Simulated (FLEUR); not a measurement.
# Collinear magnetic orders of KMnF3 with FLEUR, part 2 of 3

Aim: find out whether KMnF3 carries moments, and which collinear order costs least.

FLEUR MaX-R8.1; PBEsol; all-electron FLAPW, Dirac cores, scalar-relativistic bands.

So far. Step 2 (Start 1: ferro +): After 18 cycles the largest moment stands at 4.63 μB.

## 3. Order 2, typed as antiferro q=(0,1/2,1/2) +-

An opposed order shows whether neighbours prefer unlike signs.

This order needs a doubled cell of 10 atoms. The mesh is halved along the doubled vector, so that both cells sample the same points. The k list default-1 (kpts.xml, not shown) is a Γ-centred 6×3×6 mesh.

The input, inp.xml:

```
<?xml version="1.0" encoding="UTF-8" standalone="no"?>
<fleurInput fleurInputVersion="0.39">
   <comment>
      KMnF3
   </comment>
   <calculationSetup>
      <cutoffs Kmax="4.32" Gmax="13.0" GmaxXC="13.0" numbands="0"/>
      <scfLoop itmax="130" minDistance="0.00002" maxIterBroyd="15" imix="Anderson" alpha="0.05" precondParam="0.0" spinf="2.0" sdNocoIR="T"/>
      <coreElectrons ctail="T" frcor="F" kcrel="0" coretail_lmax="0"/>
      <xcFunctional name="PBEs" relativisticCorrections="F"/>
      <magnetism jspins="2"/>
      <soc l_soc="F" theta="0.0" phi="0.0" spav="F"/>
      <expertModes spex="0" secvar="F"/>
      <geometryOptimization l_f="F" forcealpha="1.0" forcemix="BFGS" epsdisp="0.00001" epsforce="0.00001"/>
      <ldaU l_linMix="F" mixParam="0.05" spinf="1.0"/>
   </calculationSetup>
   <cell>
      <bzIntegration valenceElectrons="90.0" mode="hist" fermiSmearingEnergy="0.00293995">
         <kPointListSelection listName="default-1"/>
         <xi:include xmlns:xi="http://www.w3.org/2001/XInclude" href="kpts.xml"> </xi:include>
      </bzIntegration>
      <xi:include xmlns:xi="http://www.w3.org/2001/XInclude" href="sym.xml"> </xi:include>
      <bulkLattice scale="1.0">
         <bravaisMatrix>
            <row-1>    7.9166296537867797     0.0000000000000000     0.0000000000000000</row-1>
            <row-2>    0.0000000000000000    15.8332593075735595     0.0000000000000000</row-2>
            <row-3>    0.0000000000000000     7.9166296537867797     7.9166296537867797</row-3>
         </bravaisMatrix>
      </bulkLattice>
   </cell>
   <atomSpecies>
      <species name="Potassium (K)" element="K" atomicNumber="19">
         <mtSphere radius="2.8" gridPoints="925" logIncrement="0.013"/>
         <atomicCutoffs lmax="10" lnonsphr="8"/>
         <electronConfig flipSpins="F">
            <coreConfig>(1s1/2) (2s1/2) (2p1/2) (2p3/2)</coreConfig>
            <valenceConfig>(3s1/2) (3p1/2) (3p3/2) (4s1/2)</valenceConfig>
            <stateOccupation state="(4s1/2)" spinUp="0.500000" spinDown="0.500000"/>
         </electronConfig>
         <energyParameters s="4" p="4" d="3" f="4"/>
         <lo type="SCLO" l="0" n="3" eDeriv="0"/>
         <lo type="SCLO" l="1" n="3" eDeriv="0"/>
      </species>
      <species name="Manganese 4.502" element="Mn" atomicNumber="25">
         <mtSphere radius="2.47" gridPoints="817" logIncrement="0.015"/>
         <atomicCutoffs lmax="10" lnonsphr="8"/>
         <electronConfig flipSpins="F">
            <coreConfig>(1s1/2) (2s1/2) (2p1/2) (2p3/2)</coreConfig>
            <valenceConfig>(3s1/2) (3p1/2) (3p3/2) (4s1/2) (3d3/2) (3d5/2)</valenceConfig>
            <stateOccupation state="(3d3/2)" spinUp="1.751" spinDown="0.249"/>
            <stateOccupation state="(3d5/2)" spinUp="3.0" spinDown="0.0"/>
         </electronConfig>
         <energyParameters s="4" p="4" d="3" f="4"/>
         <lo type="SCLO" l="0" n="3" eDeriv="0"/>
         <lo type="SCLO" l="1" n="3" eDeriv="0"/>
      </species>
      <species name="Manganese -4.502" element="Mn" atomicNumber="25">
         <mtSphere radius="2.47" gridPoints="817" logIncrement="0.015"/>
         <atomicCutoffs lmax="10" lnonsphr="8"/>
         <electronConfig flipSpins="F">
            <coreConfig>(1s1/2) (2s1/2) (2p1/2) (2p3/2)</coreConfig>
            <valenceConfig>(3s1/2) (3p1/2) (3p3/2) (4s1/2) (3d3/2) (3d5/2)</valenceConfig>
            <stateOccupation state="(3d3/2)" spinUp="0.249" spinDown="1.751"/>
            <stateOccupation state="(3d5/2)" spinUp="0.0" spinDown="3.0"/>
         </electronConfig>
         <energyParameters s="4" p="4" d="3" f="4"/>
         <lo type="SCLO" l="0" n="3" eDeriv="0"/>
         <lo type="SCLO" l="1" n="3" eDeriv="0"/>
      </species>
      <species name="Fluorine (F)" element="F" atomicNumber="9">
         <mtSphere radius="1.39" gridPoints="461" logIncrement="0.023"/>
         <atomicCutoffs lmax="6" lnonsphr="4"/>
         <electronConfig flipSpins="F">
            <coreConfig>(1s1/2)</coreConfig>
            <valenceConfig>(2s1/2) (2p1/2) (2p3/2)</valenceConfig>
            <stateOccupation state="(2p1/2)" spinUp="0.833333" spinDown="0.833333"/>
            <stateOccupation state="(2p3/2)" spinUp="1.666667" spinDown="1.666667"/>
         </electronConfig>
         <energyParameters s="2" p="2" d="3" f="4"/>
      </species>
   </atomSpecies>
   <atomGroups>
      <atomGroup species="Potassium (K)">
         <relPos label="                   1">1.000/2.000 .0000000000 1.000/2.000</relPos>
         <relPos label="                   2">1.000/2.000 1.000/2.000 1.000/2.000</relPos>
         <force calculate="T" relaxXYZ="TTT"/>
      </atomGroup>
      <atomGroup species="Manganese 4.502">
         <relPos label="                   3">.0000000000 .0000000000 .0000000000</relPos>
         <force calculate="T" relaxXYZ="TTT"/>
      </atomGroup>
      <atomGroup species="Manganese -4.502">
         <relPos label="                   4">.0000000000 1.000/2.000 .0000000000</relPos>
         <force calculate="T" relaxXYZ="TTT"/>
      </atomGroup>
      <atomGroup species="Fluorine (F)">
         <relPos label="                   5">1.000/2.000 .0000000000 .0000000000</relPos>
         <force calculate="T" relaxXYZ="TTT"/>
      </atomGroup>
      <atomGroup species="Fluorine (F)">
         <relPos label="                   6">1.000/2.000 1.000/2.000 .0000000000</relPos>
         <force calculate="T" relaxXYZ="TTT"/>
      </atomGroup>
      <atomGroup species="Fluorine (F)">
         <relPos label="                   7">.0000000000 1.000/4.000 .0000000000</relPos>
         <relPos label="                   8">.0000000000 -1.000/4.000 .0000000000</relPos>
         <force calculate="T" relaxXYZ="TTT"/>
      </atomGroup>
      <atomGroup species="Fluorine (F)">
         <relPos label="                   9">.0000000000 -1.000/4.000 1.000/2.000</relPos>
         <relPos label="                  10">.0000000000 1.000/4.000 1.000/2.000</relPos>
         <force calculate="T" relaxXYZ="TTT"/>
      </atomGroup>
   </atomGroups>
   <output dos="F" band="F" slice="F">
      <bandDOS minEnergy="-.5*Htr" maxEnergy="0.5*Htr" sigma="0.015" storeEVData="T"/>
      <plotting iplot="0" polar="F">
         <plot TwoD="T" vec1="  1.0  0.0  0.0" vec2="  0.0  1.0  0.0" vec3="  0.0  0.0  1.0" zero="  0.0  0.0  0.0" file="plot"/>
      </plotting>
      <moessbauerParams electricFieldGradient="F" isomerShift="F" coreHyperfine="F" valenceHyperfine="F"/>
   </output>
</fleurInput>
```

The input, crystal.txt:

```
KMnF3
&input film=F cartesian=F /
4.18930000000  0.00000000000  0.00000000000
0.00000000000  8.37860000000  0.00000000000
0.00000000000  4.18930000000  4.18930000000
1.8897261246
1.0 1.0 1.0

10
19 0.50000000000  0.00000000000  0.50000000000
19 0.50000000000  0.50000000000  0.50000000000
25 0.00000000000  0.00000000000  0.00000000000 : 4.502
25 0.00000000000  0.50000000000  0.00000000000 : -4.502
9 0.50000000000  0.00000000000  0.00000000000
9 0.50000000000  0.50000000000  0.00000000000
9 0.00000000000  0.25000000000  0.00000000000
9 0.00000000000  0.75000000000  0.00000000000
9 0.00000000000  0.75000000000  0.50000000000
9 0.00000000000  0.25000000000  0.50000000000

&kpt div1=6 div2=3 div3=6 gamma=T /
```

Started as:

```
$ OMP_NUM_THREADS=1 inpgen -f crystal.txt > inpgen.log  # inp.xml is then edited as shown
$ OMP_NUM_THREADS=1 mpirun -n 4 fleur_MPI > fleur.log
```

What it wrote:

```text
[banner, memory and clock lines left out]
Welcome to FLEUR        (www.flapw.de)
      MaX-Release 8.1          (www.max-centre.eu)

 ========== k-point set info ==========
 Selected k-point list: default-1
 k-point list type: mesh
 6 x 3 x 6
 Number of k points: 32

 ------------Calculation Setup---------------------------
 Number of PE/node        :            4
 Number of OMP-threads    :            1
 k-points in parallel     :            4
 pe's per k-point         :            1
 No of k-point loops      :            8
 Eigenvalue solver        :       lapack
 Number of basis functions:         1431
 Approximate size of matrices (H+S) per k-point:         0.031 GB
 Iteration:     1   Distance:      12.35008250 me/bohr^3
 Iteration:     2   Distance:      10.80299894 me/bohr^3
 Iteration:     3   Distance:       5.87245398 me/bohr^3
 Iteration:     4   Distance:       4.41927075 me/bohr^3
 Iteration:     5   Distance:       2.42349078 me/bohr^3
 Iteration:     6   Distance:       0.49249237 me/bohr^3
 Iteration:     7   Distance:       0.49197040 me/bohr^3
 Iteration:     8   Distance:       0.10581530 me/bohr^3
 Iteration:     9   Distance:       0.07101520 me/bohr^3
 Iteration:    10   Distance:       0.02748425 me/bohr^3
 Iteration:    11   Distance:       0.01307850 me/bohr^3
 Iteration:    12   Distance:       0.01316148 me/bohr^3
 Iteration:    13   Distance:       0.00268833 me/bohr^3
 Iteration:    14   Distance:       0.00190358 me/bohr^3
 Iteration:    15   Distance:       0.00047239 me/bohr^3
 Iteration:    16   Distance:       0.00041518 me/bohr^3
 Iteration:    17   Distance:       0.00029188 me/bohr^3
 Iteration:    18   Distance:       0.00006709 me/bohr^3
 Iteration:    19   Distance:       0.00002144 me/bohr^3
 Iteration:    20   Distance:       0.00000953 me/bohr^3

 ********************************************************************
 Run finished successfully
 Stop message:
   all done
 ********************************************************************

--- out.xml (last complete iteration) ---
<iteration numberForCurrentRun="   20" overallNumber="   20">
         [... left out ...]
         <bandgap value="1.8422758820" units="eV"/>
         <sumValenceSingleParticleEnergies value="-41.6110249206" units="Htr"/>
         <FermiEnergy value="0.2214288101" units="Htr"/>
         <valenceDensity>
            <mtCharges spin="1">
               <mtCharge atomType="1" total="3.9615380" s="1.0035308" p="2.9243336" d="0.0262126" f="0.0053638"/>
               <mtCharge atomType="2" total="9.1859147" s="1.1239597" p="3.1562606" d="4.8358369" f="0.0456990"/>
               <mtCharge atomType="3" total="4.6164823" s="1.1035704" p="3.1379116" d="0.3052564" f="0.0452547"/>
               <mtCharge atomType="4" total="2.8315179" s="0.8041460" p="2.0251131" d="0.0019502" f="0.0002564"/>
               <mtCharge atomType="5" total="2.7687923" s="0.7977532" p="1.9707254" d="0.0002337" f="0.0000645"/>
               <mtCharge atomType="6" total="2.7995126" s="0.8014716" p="1.9966838" d="0.0011698" f="0.0001524"/>
               <mtCharge atomType="7" total="2.7995281" s="0.8014701" p="1.9967009" d="0.0011697" f="0.0001524"/>
            </mtCharges>
            <mtCharges spin="2">
               <mtCharge atomType="1" total="3.9615380" s="1.0035308" p="2.9243336" d="0.0262126" f="0.0053638"/>
               <mtCharge atomType="2" total="4.6164823" s="1.1035704" p="3.1379116" d="0.3052564" f="0.0452547"/>
               <mtCharge atomType="3" total="9.1859147" s="1.1239597" p="3.1562606" d="4.8358369" f="0.0456990"/>
               <mtCharge atomType="4" total="2.7687923" s="0.7977532" p="1.9707254" d="0.0002337" f="0.0000645"/>
               <mtCharge atomType="5" total="2.8315179" s="0.8041460" p="2.0251131" d="0.0019502" f="0.0002564"/>
               <mtCharge atomType="6" total="2.7995126" s="0.8014716" p="1.9966838" d="0.0011698" f="0.0001524"/>
               <mtCharge atomType="7" total="2.7995281" s="0.8014701" p="1.9967009" d="0.0011697" f="0.0001524"/>
            </mtCharges>
            <spinDependentCharge spin="1" total="45.0000000" interstitial="6.4761354" mtSpheres="38.5238646"/>
            <spinDependentCharge spin="2" total="45.0000000" interstitial="6.4761354" mtSpheres="38.5238646"/>
            <totalCharge value="90.0000000000"/>
         </valenceDensity>
         [... left out ...]
         <magneticMomentsInMTSpheres units="muBohr">
            <globalMagMoment atomType="1" vec="0.00000   0.00000   0.00000"/>
            <localMagMoment atomType="1" vec="0.00000   0.00000   0.00000"/>
            <globalMagMoment atomType="2" vec="0.00000   0.00000   4.56943"/>
            <localMagMoment atomType="2" vec="0.00000   0.00000   4.56943"/>
            <globalMagMoment atomType="3" vec="0.00000   0.00000  -4.56943"/>
            <localMagMoment atomType="3" vec="0.00000   0.00000  -4.56943"/>
            <globalMagMoment atomType="4" vec="0.00000   0.00000   0.06273"/>
            <localMagMoment atomType="4" vec="0.00000   0.00000   0.06273"/>
            <globalMagMoment atomType="5" vec="0.00000   0.00000  -0.06273"/>
            <localMagMoment atomType="5" vec="0.00000   0.00000  -0.06273"/>
            <globalMagMoment atomType="6" vec="0.00000   0.00000   0.00000"/>
            <localMagMoment atomType="6" vec="0.00000   0.00000   0.00000"/>
            <globalMagMoment atomType="7" vec="0.00000   0.00000   0.00000"/>
            <localMagMoment atomType="7" vec="0.00000   0.00000   0.00000"/>
         </magneticMomentsInMTSpheres>
         [... left out ...]
         <totalEnergy value="    -4115.6719515871" units="Htr">
            <sumOfEigenvalues value="    -2332.2526866541">
               <coreElectrons value="-2290.6416617335"/>
               <valenceElectrons value="-41.6110249206"/>
            </sumOfEigenvalues>
            <densityCoulombPotentialIntegral value="-6184.6066637537"/>
            <densityEffectivePotentialIntegral value="-6483.0532884474"/>
            <chargeDenXCDenIntegral value="-228.4413483784"/>
            <FockExchangeEnergyValence value="0.0000000000"/>
            <FockExchangeEnergyCore value="0.0000000000"/>
         [... left out ...]
            <tkbTimesEntropy value="0.0000000000"/>
            <freeEnergy value="-4115.6719515871"/>
            <extrapolationTo0K value="-4115.6719515871"/>
         </totalEnergy>
         <densityConvergence units="me/bohr^3">
            <chargeDensity spin="1" distance="0.0000062541"/>
            <chargeDensity spin="2" distance="0.0000062541"/>
            <overallChargeDensity distance="0.0000095301"/>
            <spinDensity distance="0.0000081014"/>
         </densityConvergence>
      </iteration>
```

Wall time 8.2 min (4 MPI ranks of Arm Neoverse V1, shared host); peak memory 0.87 GiB; 33 min of CPU time.

Spin moment in the muffin-tin sphere by atom:

| atom | spin moment in the muffin-tin sphere (μB) |
| --- | --- |
| K1 | 0.00 |
| K2 | 0.00 |
| Mn3 | 4.57 |
| Mn4 | -4.57 |
| F5 | 0.06 |
| F6 | -0.06 |
| F7 | 0.00 |
| F8 | 0.00 |
| F9 | 0.00 |
| F10 | 0.00 |

This step gave:

```yaml
free_energy: -111993.1391 eV
program_s_band_gap_on_this_mesh_in_a_metal_only_a_level_spacing: 1.842 eV
magnetization: 0 μB
final_state: antiferromagnetic
```

It lies 60.2 meV a seeded atom under the first start, and its largest moment is 4.57 μB against 4.63 μB.

[end of part 2 of 3]

[Logs and program files are shortened in this print: banners, set-up blocks, solver, clock and traceback lines can be left out without a mark of their own.]

[Logs are printed without paths, hosts, clocks, repeated set-up lines and the standing remarks that a program may print on its own settings, such as how far it seeks lower states.]

[Hosts, paths, dates, database ids (printed as entryN), source tags and the programs' standing remarks are cut or masked in the printed files.]

[Where a cell is said to come from a database of computed structures, the database is the Materials Project.]
